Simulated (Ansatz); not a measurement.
**Mg3GePbN4: complex band structure**

Aim: relax a made-up compound, Mg3GePbN4, and see how good a tunnel barrier it would be. It is built by putting Pb for Sr in the SrMg3GeN4 structure of space group Cm, with the volume rescaled by atomic radii. The parent structure comes from the Materials Project.

Method: r2SCAN DFT, plane waves, PAW files, in the first sound run; inputs show where later runs differ, in Ansatz 0.2.0.

The structure was built from a prototype and need not be the compound's stable phase.

## 1. Starting point

Symmetry: Cm, No. 8, monoclinic system. The conventional cell has a = 11.548 Å, b = 3.264 Å, c = 8.173 Å, α = 90.00°, β = 134.75°, γ = 90.00°. Pb has 4 N at 2.61 to 2.72 Å nearest. Nearest to Mg lie 4 N at 1.96 to 2.18 Å. Nearest to Mg lie 4 N at 2.00 to 2.25 Å. Nearest to Mg lie 4 N at 2.01 to 2.04 Å. Nearest to Ge lie 4 N at 1.77 to 1.95 Å. Nearest to N lie 1 Ge at 1.83 Å and 3 Mg at 2.02 Å and 2 Pb at 2.72 Å. It derives from SrMg3GeN4. Pb for Sr in the SrMg3GeN4 structure of space group Cm. Farther neighbours and most contacts between anions are not listed.

Coordinates:

```xyz
9
Lattice="5.7742 -1.6319 0.0000 5.7742 1.6319 0.0000 -5.7541 0.0000 5.8038" Properties=species:S:1:pos:R:3 pbc="T T T"
Pb   11.4415    0.0000    0.0157
Mg    4.6544    0.0000    2.6193
Mg    8.4522    0.0000    1.0428
Mg   -2.5902    0.0000    4.7166
Ge    0.9575    0.0000    3.2769
N    -0.8065    0.0000    3.7720
N     6.7991    0.0000    2.2160
N     2.0047    0.0000    4.7056
N     3.8134    0.0000    0.8502
```

## 2. Relaxing the new crystal

The substituted atoms don't fit the parent's cell, so cell and atoms relax together. A small smearing keeps the run stable in case the gap closes on the way.

Input file input.yaml:

```yaml
crystal:
  lattice:
    - [5.7742206129, -1.6318705205, 0.0]
    - [5.7742206129, 1.6318705205, 0.0]
    - [-5.7540569158, 0.0, 5.8037760698]
  atoms:
    - { symbol: Pb, position: [0.99209, 0.99209, 0.002708] }
    - { symbol: Mg, position: [0.627898, 0.627898, 0.451309] }
    - { symbol: Mg, position: [0.821416, 0.821416, 0.179684] }
    - { symbol: Mg, position: [0.1806305, 0.1806305, 0.812675] }
    - { symbol: Ge, position: [0.364229, 0.364229, 0.564613] }
    - { symbol: "N", position: [0.253985, 0.253985, 0.64992] }
    - { symbol: "N", position: [0.7789875, 0.7789875, 0.381822] }
    - { symbol: "N", position: [0.577568, 0.577568, 0.810783] }
    - { symbol: "N", position: [0.4031965, 0.4031965, 0.146487] }
kpoints:
  mp_grid: { grid: [8, 8, 4] }
scf:
  occupations: { method: gaussian, width: 0.03 }
hamiltonian:
  xc: r2scan
output:
  forces: true
  stress: true
relax:
  f_tol: 0.02
  max_steps: 60
  cell: {}
```

On the command line:

```
ansatz run input.yaml --threads 2 --pin off --max-ram 4096MiB --backend cpu --events-out ev --progress --plain --runs-dir out
```

Numbers of over 12 decimals in the logs are rounded to 6 here.

Log:

```text
basis.fft_grid_basis auto: the FFT boxes are laid along the combinations [[1, -1, 0], [0, 1, 0], [1, 0, 1]] of the cell's own vectors, 3.264, 6.000 and 6.029 Å long. The dense box has 24×45×45 points. Along the cell's own vectors, as sized, it would have 45×45×60, 2.50 times as many. Of the 2 symmetry operations that the crystal satisfies within crystal.symmetry.tolerance (time reversal apart; of a slab, those that k [...]
Engine: ansatz 0.2.0, aarch64-unknown-linux-gnu
Pseudopotentials: kind: paw
Pseudopotential: Pb, paw, valence charge 14, recommended cutoff 500 eV (meta_gga), Pb.paw.azcp
Pseudopotential: Mg, paw, valence charge 10, recommended cutoff 500 eV (meta_gga), Mg.paw.azcp
Pseudopotential: Ge, paw, valence charge 14, recommended cutoff 500 eV (meta_gga), Ge.paw.azcp
Pseudopotential: N, paw, valence charge 5, recommended cutoff 500 eV (meta_gga), N.paw.azcp
Functional definition: r2SCAN
  parameter k0 = 0.174
  parameter k1 = 0.065
  parameter a1 = 4.9479
  exchange = r2scan_x(k0 = k0, k1 = k1, a1 = a1)
  correlation = r2scan_c
Crystal: 9 atoms, lattice volume = 109.375 Å³
Basis set: ecut = 500 eV, 2737 PW (Γ), FFT grids on a1−a2, a2, a1+a3, exchange–correlation on 96×180×180 points (64 copies of the dense FFT grid, shifted against one another)
Bands: 48, of which v1, the nominal top of the filled ones, is band 39 counted from 1 (38 counted from 0)
Symmetry: 2 space group operations
Space group: Cm (ITA 8), of the structure as read, at distance tolerance 4.8e-5 Å
k-points: 78 of 256 (time reversal used)
Non-local potential: Pb, projectors of the file, l = 0: 2, l = 1: 2, l = 2: 2, l = 3: 2
Non-local potential: Mg, projectors of the file, l = 0: 3, l = 1: 2, l = 2: 1
Non-local potential: Ge, projectors of the file, l = 0: 2, l = 1: 2, l = 2: 3, l = 3: 1
Non-local potential: N, projectors of the file, l = 0: 2, l = 1: 2, l = 2: 1
PAW form: soft (Blöchl's): semilocal exchange-correlation on the pseudo side does not see the compensation charge
PAW frozen core: Pb, regenerated for the run's functional (the file was generated under x = pbe(κ = 0.804, μ = 0.219515), c = pbe(β = 0.066725))
PAW frozen core: Mg, regenerated for the run's functional (the file was generated under x = pbe(κ = 0.804, μ = 0.219515), c = pbe(β = 0.066725))
PAW frozen core: Ge, regenerated for the run's functional (the file was generated under x = pbe(κ = 0.804, μ = 0.219515), c = pbe(β = 0.066725))
PAW frozen core: N, regenerated for the run's functional (the file was generated under x = pbe(κ = 0.804, μ = 0.219515), c = pbe(β = 0.066725))
PAW one-centre angular grid: Pb, 590 points (default); XC on 160 Gauss nodes
PAW one-centre angular grid: Mg, 302 points (default); XC on 224 Gauss nodes
PAW one-centre angular grid: Ge, 590 points (default); XC on 160 Gauss nodes
PAW one-centre angular grid: N, 302 points (default); XC on 160 Gauss nodes
Initial density: superposition of atomic densities (neutral atoms: chi_scale 0, normalization atom), corrected by the library's trained network
Initial wavefunctions: pseudopotential atomic-orbital guess
Functional: x = r2scan, c = r2scan; τ floored in thin density (d = 2e-4 eV/Å³)
SCF iter   1: F=—  HF=-23545.637732 eV  |F-HF|=—  |Δ(HF+E_count)|=         —  Δρ=9.92e-3  dr2=7.54e-2  dr2_τ=4.25e-1  ethr=1.77e-3  ⟨swp⟩=7.2  Hψ=15545  notcnv=0  defer=41
preconditioner: auto → Resta (q_TF=auto, 2.579 Å⁻¹)  ε∞=3.2  [insulator: Δε(μ)=2.213 eV  Ē_g=17.710 eV  σ=0.030 eV  W_gap=1.00  n_scr=36 (ndim 8)  ℏωp=26.1 eV  f_vac=0.000  D(μ)=0.00/eV (n_scr^D=0)  ε∞_Penn≈3.2]
SCF iter   2: F=—  HF=-23545.873833 eV  |F-HF|=—  |Δ(HF+E_count)|=   2.36e-1  Δρ=5.44e-3  dr2=2.36e-2  dr2_τ=8.12e-4  ethr=9.67e-5  ⟨swp⟩=3.0  Hψ=7975  notcnv=0  defer=273
SCF iter   3: F=—  HF=-23545.873588 eV  |F-HF|=—  |Δ(HF+E_count)|=   2.45e-4  Δρ=2.14e-3  dr2=2.94e-3  dr2_τ=5.81e-4  ethr=3.03e-5  ⟨swp⟩=2.7  Hψ=6510  notcnv=0  defer=195
automatic band count: iteration 3 solves 47 bands in place of 48: the levels show a gap, and the empty bands left out lie too high to hold charge; the band table lists the bands solved (type scf.n_extra_bands for more)
SCF iter   4: F=—  HF=-23545.873274 eV  |F-HF|=—  |Δ(HF+E_count)|=   3.14e-4  Δρ=5.97e-4  dr2=3.27e-4  dr2_τ=5.96e-5  ethr=3.77e-6  ⟨swp⟩=2.0  Hψ=5855  notcnv=0  defer=195
SCF iter   5: F=—  HF=-23545.873325 eV  |F-HF|=—  |Δ(HF+E_count)|=   5.14e-5  Δρ=1.88e-4  dr2=4.29e-5  dr2_τ=2.17e-6  ethr=4.20e-7  ⟨swp⟩=2.0  Hψ=4808  notcnv=0  defer=195
SCF iter   6: F=—  HF=-23545.873338 eV  |F-HF|=—  |Δ(HF+E_count)|=   1.28e-5  Δρ=9.16e-5  dr2=9.48e-6  dr2_τ=1.37e-6  ethr=5.50e-8  ⟨swp⟩=2.0  Hψ=5540  notcnv=0  defer=195
SCF iter   7: F=—  HF=-23545.873338 eV  |F-HF|=—  |Δ(HF+E_count)|=   3.56e-7  Δρ=1.78e-5  dr2=2.33e-7  dr2_τ=2.18e-8  ethr=1.22e-8  ⟨swp⟩=2.0  Hψ=4571  notcnv=0  defer=195
SCF iter   8: F=-23545.873338 eV  HF=-23545.873338 eV  |F-HF|=2.11e-8  |Δ(HF+E_count)|=   1.59e-7  Δρ=7.21e-6  dr2=5.55e-8  dr2_τ=7.92e-9  ethr=1.28e-10  ⟨swp⟩=5.0  Hψ=12670  notcnv=0
SCF 1 converged in 8 iterations: F = -23545.873338 eV  dr2 = 5.55e-8
  greatest PAW one-centre occupation: 1.000 electrons in one spin orbital (limit 2), on the Mg atom at site 3 (counted from 0), in its partial waves of l = 0
relax step   1: F+E_penalty+E_count = -23545.87333841 eV  Δ(F+E_penalty+E_count) = +0.000e0 eV  max|allowed force component| = 9.226e-1 eV/Å  Δτ_max = 0.0000 Å  P = +12.720 GPa  Ω = 109.375 Å³  (8 SCF iters, dr2 threshold 1.00e-7 eV, accepted)
Crystal: 9 atoms, lattice volume = 117.851 Å³
Basis set: ecut = 500 eV, 2999 PW (Γ), FFT grids on a1−a2, a2, a1+a3, exchange–correlation on 96×180×180 points (64 copies of the dense FFT grid, shifted against one another)
Initial density: handed on by an earlier stage of this run
Initial wavefunctions: those handed on with the density
iter 1 solved again at ethr=6.64e-4 eV; its pass at ethr=3.10e-3 eV (dr2=5.18e-1 eV) is discarded
SCF iter   1: F=—  HF=-23545.393270 eV  |F-HF|=—  |Δ(HF+E_count)|=         —  Δρ=1.74e-2  dr2=5.19e-1  dr2_τ=1.87e0  ethr=6.64e-4  ⟨swp⟩=1.2  Hψ=17288  notcnv=0
automatic band count: iteration 1 solves 44 bands in place of 48: the levels show a gap, and the empty bands left out lie too high to hold charge; the band table lists the bands solved (type scf.n_extra_bands for more)
preconditioner: auto → Resta (q_TF=auto, 2.547 Å⁻¹)  ε∞=3.6  [insulator: Δε(μ)=1.666 eV  Ē_g=15.682 eV  σ=0.030 eV  W_gap=1.00  n_scr=44 (ndim 8)  ℏωp=25.1 eV  f_vac=0.009  D(μ)=0.00/eV (n_scr^D=0)  ε∞_Penn≈3.6]
[...]
SCF 3 converged in 8 iterations: F = -23546.392986 eV  dr2 = 7.33e-8
relax step   3: F+E_penalty+E_count = -23546.39298555 eV  Δ(F+E_penalty+E_count) = -1.013e-1 eV  max|allowed force component| = 5.557e-1 eV/Å  Δτ_max = 0.0919 Å  P = +0.115 GPa  Ω = 119.756 Å³  energy of the carried Pulay correction = -3.474e-3 eV  (8 SCF iters, dr2 threshold 9.00e-7 eV, accepted)
[...]
relax step   4: F+E_penalty+E_count = -23546.42616537 eV  Δ(F+E_penalty+E_count) = -3.318e-2 eV  max|allowed force component| = 4.352e-1 eV/Å  Δτ_max = 0.0194 Å  P = -0.274 GPa  Ω = 119.932 Å³  energy of the carried Pulay correction = -3.530e-3 eV  (6 SCF iters, dr2 threshold 9.00e-7 eV, accepted)
[...]
relax step   5: F+E_penalty+E_count = -23546.46412518 eV  Δ(F+E_penalty+E_count) = -3.796e-2 eV  max|allowed force component| = 1.814e-1 eV/Å  Δτ_max = 0.0851 Å  P = -0.503 GPa  Ω = 120.364 Å³  energy of the carried Pulay correction = -3.668e-3 eV  (8 SCF iters, dr2 threshold 9.00e-7 eV, accepted)
[...]
relax step   6: F+E_penalty+E_count = -23546.47010419 eV  Δ(F+E_penalty+E_count) = -5.979e-3 eV  max|allowed force component| = 1.291e-1 eV/Å  Δτ_max = 0.0243 Å  P = -0.199 GPa  Ω = 120.254 Å³  energy of the carried Pulay correction = -3.633e-3 eV  (7 SCF iters, dr2 threshold 9.00e-7 eV, accepted)
[...]
relax step   7: F+E_penalty+E_count = -23546.47288246 eV  Δ(F+E_penalty+E_count) = -2.778e-3 eV  max|allowed force component| = 2.828e-2 eV/Å  Δτ_max = 0.0169 Å  P = +0.010 GPa  Ω = 120.053 Å³  energy of the carried Pulay correction = -3.569e-3 eV  (6 SCF iters, dr2 threshold 9.00e-7 eV, accepted)
[...]
relax step   8: F+E_penalty+E_count = -23546.47307707 eV  Δ(F+E_penalty+E_count) = -1.946e-4 eV  max|allowed force component| = 5.272e-2 eV/Å  Δτ_max = 0.0127 Å  P = +0.018 GPa  Ω = 120.032 Å³  energy of the carried Pulay correction = -3.562e-3 eV  (7 SCF iters, dr2 threshold 5.00e-8 eV, accepted)
[...]
relax step   9: F+E_penalty+E_count = -23546.47321608 eV  Δ(F+E_penalty+E_count) = -1.390e-4 eV  max|allowed force component| = 1.058e-2 eV/Å  Δτ_max = 0.0034 Å  P = +0.019 GPa  Ω = 120.041 Å³  energy of the carried Pulay correction = -3.565e-3 eV  (5 SCF iters, dr2 threshold 1.74e-7 eV, accepted)
Basis set: ecut = 500 eV, 3051 PW (Γ), FFT grids on a1−a2, a2, a1+a3, exchange–correlation on 100×192×192 points (64 copies of the dense FFT grid, shifted against one another)
Initial wavefunctions: pseudopotential atomic-orbital guess (no wavefunctions were taken with the density)
iter 1 solved again at ethr=6.37e-8 eV; its pass at ethr=3.10e-3 eV (dr2=4.97e-5 eV) is discarded
SCF iter   1: F=—  HF=-23546.476739 eV  |F-HF|=—  |Δ(HF+E_count)|=         —  Δρ=2.12e-4  dr2=2.61e-6  dr2_τ=7.38e-6  ethr=6.37e-8  ⟨swp⟩=3.9  Hψ=26313  notcnv=0
preconditioner: auto → Resta (q_TF=auto, 2.539 Å⁻¹)  ε∞=3.1  [insulator: Δε(μ)=2.135 eV  Ē_g=17.230 eV  σ=0.030 eV  W_gap=1.00  n_scr=44 (ndim 8)  ℏωp=24.9 eV  f_vac=0.004  D(μ)=0.00/eV (n_scr^D=0)  ε∞_Penn≈3.1]
SCF iter   2: F=—  HF=-23546.476936 eV  |F-HF|=—  |Δ(HF+E_count)|=   1.96e-4  Δρ=1.10e-4  dr2=1.01e-6  dr2_τ=3.04e-6  ethr=3.35e-9  ⟨swp⟩=2.0  Hψ=5862  notcnv=0
SCF iter   3: F=—  HF=-23546.476994 eV  |F-HF|=—  |Δ(HF+E_count)|=   5.85e-5  Δρ=2.68e-5  dr2=8.81e-8  dr2_τ=1.74e-7  ethr=1.30e-9  ⟨swp⟩=2.0  Hψ=5849  notcnv=0
SCF iter   4: F=—  HF=-23546.476998 eV  |F-HF|=—  |Δ(HF+E_count)|=   3.34e-6  Δρ=3.51e-6  dr2=1.05e-8  dr2_τ=2.13e-9  ethr=1.13e-10  ⟨swp⟩=2.0  Hψ=5850  notcnv=0
SCF iter   5: F=—  HF=-23546.476998 eV  |F-HF|=—  |Δ(HF+E_count)|=   5.01e-9  Δρ=1.66e-6  dr2=2.36e-9  dr2_τ=4.83e-10  ethr=1.35e-11  ⟨swp⟩=2.0  Hψ=4995  notcnv=0
SCF iter   6: F=—  HF=-23546.476998 eV  |F-HF|=—  |Δ(HF+E_count)|=   3.96e-9  Δρ=5.01e-7  dr2=2.55e-10  dr2_τ=3.88e-11  ethr=3.03e-12  ⟨swp⟩=2.0  Hψ=5850  notcnv=0
SCF iter   7: F=-23546.476998 eV  HF=-23546.476998 eV  |F-HF|=7.28e-12  |Δ(HF+E_count)|=  2.55e-10  Δρ=1.66e-7  dr2=3.81e-11  dr2_τ=4.51e-12  ethr=1.00e-12  ⟨swp⟩=4.8  Hψ=11868  notcnv=0
SCF 10 converged in 7 iterations: F = -23546.476998 eV  dr2 = 3.81e-11
relax step  10: F+E_penalty+E_count = -23546.47699767 eV  Δ(F+E_penalty+E_count) = -3.782e-3 eV  max|allowed force component| = 1.033e-2 eV/Å  Δτ_max = 0.0000 Å  P = +0.033 GPa  Ω = 120.041 Å³  stress off target by 4.87e-2 GPa  SCF on the basis re-selected at this cell (its energy is not comparable with the rows above)  (7 SCF iters)
basis re-selected at this cell: Δ(F+E_penalty+E_count) = -3.782e-3 eV, ΔP = +0.014 GPa vs the last step (what re-selecting the basis moved, of the pressure what is left beyond the Pulay correction that the steps carried, after the strain that the cell walked since its last selection, with what the two solves' SCF thresholds leave and, on support functions, any second-order correction that the steps lacked; it is no measure of the basis error at this ecutwfc). The dense FFT grid was sized anew with the basis: this SCF ran on 25×48×48 points, the steps before it on 24×45×45, so part of this shift can come from that change (see relax.cell in the input reference). [rest of the remark cut]
SCF converged after 7 iterations
Free energy (F): -23546.476998 eV
Harris-Foulkes:  -23546.476998 eV  (|F-HF|=7.28e-12)
Internal energy: -23546.476998 eV  (E = F + TS)
E sigma→0 (E₀):  -23546.476998 eV
Fermi energy:    9.780606 eV
--- Per-component energies (eV) ---
  E_band       = -1133.049782
  E_kinetic    = 1153.518878
  E_local      = -8619.188619  (includes V_loc(G=0)·N_el)
  E_nonlocal   = 1241.812258
  E_hartree    = 3300.004238
  E_xc         = -602.262905
  E_vxc        = -676.471328  (∫ρ·V_xc dr)
  E_paw        = -13870.986706  (= ΣΔE_a)
  E_vpaw       = -874.921175  (= ΣTr[D̂ρ^β])
  E_aug_tail   = 0.000104  (compensation charges beyond the density's cutoff)
  E_vtau       = 42.191534  (kinetic-family band-sum trace: ∫τ·v_τ [+ j·A + Jᵃ·Aᵃ] dr)
  E_ewald      = -6149.057099
  E_core_change = -0.317146  (= ΣΔE_core)
  E_smearing   = -0.000000  (= −TS)
  E_closure    = -0.000000  (closes the sum)
  Σ components = -23546.476998   (vs F -23546.476998, Δ=0.00e0)
--- Forces (eV/Å), atoms counted from 1 ---
  atom   1  Pb     0.00239823     0.00000000     0.00218339
  atom   2  Mg     0.00313884     0.00000000    -0.00225365
  atom   3  Mg    -0.00380421    -0.00000000     0.00538307
  atom   4  Mg    -0.00226985     0.00000000    -0.00173311
  atom   5  Ge    -0.00837122     0.00000000    -0.01032931
  atom   6  N      0.00530360     0.00000000     0.00005555
  atom   7  N     -0.00194953     0.00000000     0.00181043
  atom   8  N      0.00414693     0.00000000     0.00574336
  atom   9  N      0.00136710     0.00000000    -0.00086803
  max |Σ_I F_I| component: 4.01e-5 eV/Å
--- Stress (GPa, compression-positive) ---
        0.024459       0.000000      -0.009205
        0.000000       0.048685       0.000000
       -0.009177       0.000000       0.024419
  P = ⅓ Tr σ = 0.0325 GPa (0.325 kbar)
--- Relaxed structure (9 steps of the walk, 9 accepted, 1 SCFs on fresh bases) ---
  F+E_penalty+E_count = -23546.47699767 eV   max|allowed force component| = 1.033e-2 eV/Å   (the final SCF, on the basis selected at the relaxed cell)
  cell:  # Å, volume = 120.0412 Å³
    - [5.957414, -1.677226, 0.00128003]
    - [5.957414, 1.677226, 0.00128003]
    - [-5.935324, -4.369610584109381e-17, 6.005635]
  atoms:
    - { symbol: Pb, position: [0.973015, 0.973015, 0.00527058] }
    - { symbol: Mg, position: [0.633363, 0.633363, 0.446355] }
    - { symbol: Mg, position: [0.798167, 0.798167, 0.160922] }
    - { symbol: Mg, position: [0.175505, 0.175505, 0.800342] }
    - { symbol: Ge, position: [0.376479, 0.376479, 0.577852] }
    - { symbol: N, position: [0.255587, 0.255587, 0.647840] }
    - { symbol: N, position: [0.799291, 0.799291, 0.407555] }
    - { symbol: N, position: [0.587877, 0.587877, 0.809235] }
    - { symbol: N, position: [0.400716, 0.400716, 0.144630] }
```

Run time: 7.1 min. Hardware: 2 threads of Arm Neoverse V2, shared host; peak memory 0.85 GiB; 14 min of CPU time.

Step by step:

```csv
step,energy less that of the first step (eV),largest force component (eV/Å),pressure (GPa),volume (Å³)
1,0.0000,0.9226,12.72,109.38
2,-0.4184,1.0307,2.55,117.85
3,-0.5196,0.5557,0.11,119.76
4,-0.5528,0.4352,-0.27,119.93
5,-0.5908,0.1814,-0.50,120.36
6,-0.5968,0.1291,-0.20,120.25
7,-0.5995,0.0283,0.01,120.05
8,-0.5997,0.0527,0.02,120.03
9,-0.5999,0.0106,0.02,120.04
10*,-0.6037,0.0103,0.03,120.04
```

Relaxation steps marked * repeat the geometry before them on a plane-wave basis chosen anew for their cell, so energy and pressure can jump there.

The run keeps the 2 symmetry operations that it works with, so distortions that break them were not tested.

```csv
cell as run,before,after,change
a (Å),6.000,6.189,+3.1 %
b (Å),6.000,6.189,+3.1 %
c (Å),8.173,8.444,+3.3 %
α (°),132.65,132.57,-0.1 %
β (°),132.65,132.57,-0.1 %
γ (°),31.56,31.45,-0.4 %
volume (Å³/atom),12.15,13.34,+9.8 %
```

The atoms that moved most (Å, as changes of fractional coordinates times the final cell):

```csv
atom,dx,dy,dz,length
Pb1,-0.242,0.000,0.015,0.243
Mg3,-0.166,0.000,-0.113,0.200
N7,0.089,0.000,0.155,0.178
N8,0.132,0.000,-0.009,0.132
Ge5,0.067,0.000,0.080,0.104
Mg2,0.095,0.000,-0.030,0.099
Mg4,0.012,0.000,-0.074,0.075
N6,0.031,0.000,-0.012,0.034
```

The relaxed structure:

```xyz
9
Lattice="5.9574 -1.6772 0.0013 5.9574 1.6772 0.0013 -5.9353 0.0000 6.0056" Properties=species:S:1:pos:R:3 pbc="T T T"
Pb   11.5620    0.0000    0.0341
Mg    4.8971    0.0000    2.6823
Mg    8.5549    0.0000    0.9685
Mg   -2.6592    0.0000    4.8070
Ge    1.0559    0.0000    3.4713
N    -0.7999    0.0000    3.8913
N     7.1044    0.0000    2.4497
N     2.2014    0.0000    4.8615
N     3.9160    0.0000    0.8696
```

This step gave:

```yaml
free_energy: -23546.4770 eV
fermi_energy: 9.781 eV
pressure: 0.03252 GPa
```

The largest force component on a free atom ends at 0.010 eV/Å.

(Part 1 of 3 ends here.)

[Logs are printed without paths, hosts, clocks, repeated set-up lines and the standing remarks that a program may print on its own settings, such as how far it seeks lower states.]

[Hosts, paths, dates, database ids (printed as entryN), source tags and the programs' standing remarks are cut or masked in the printed files.]
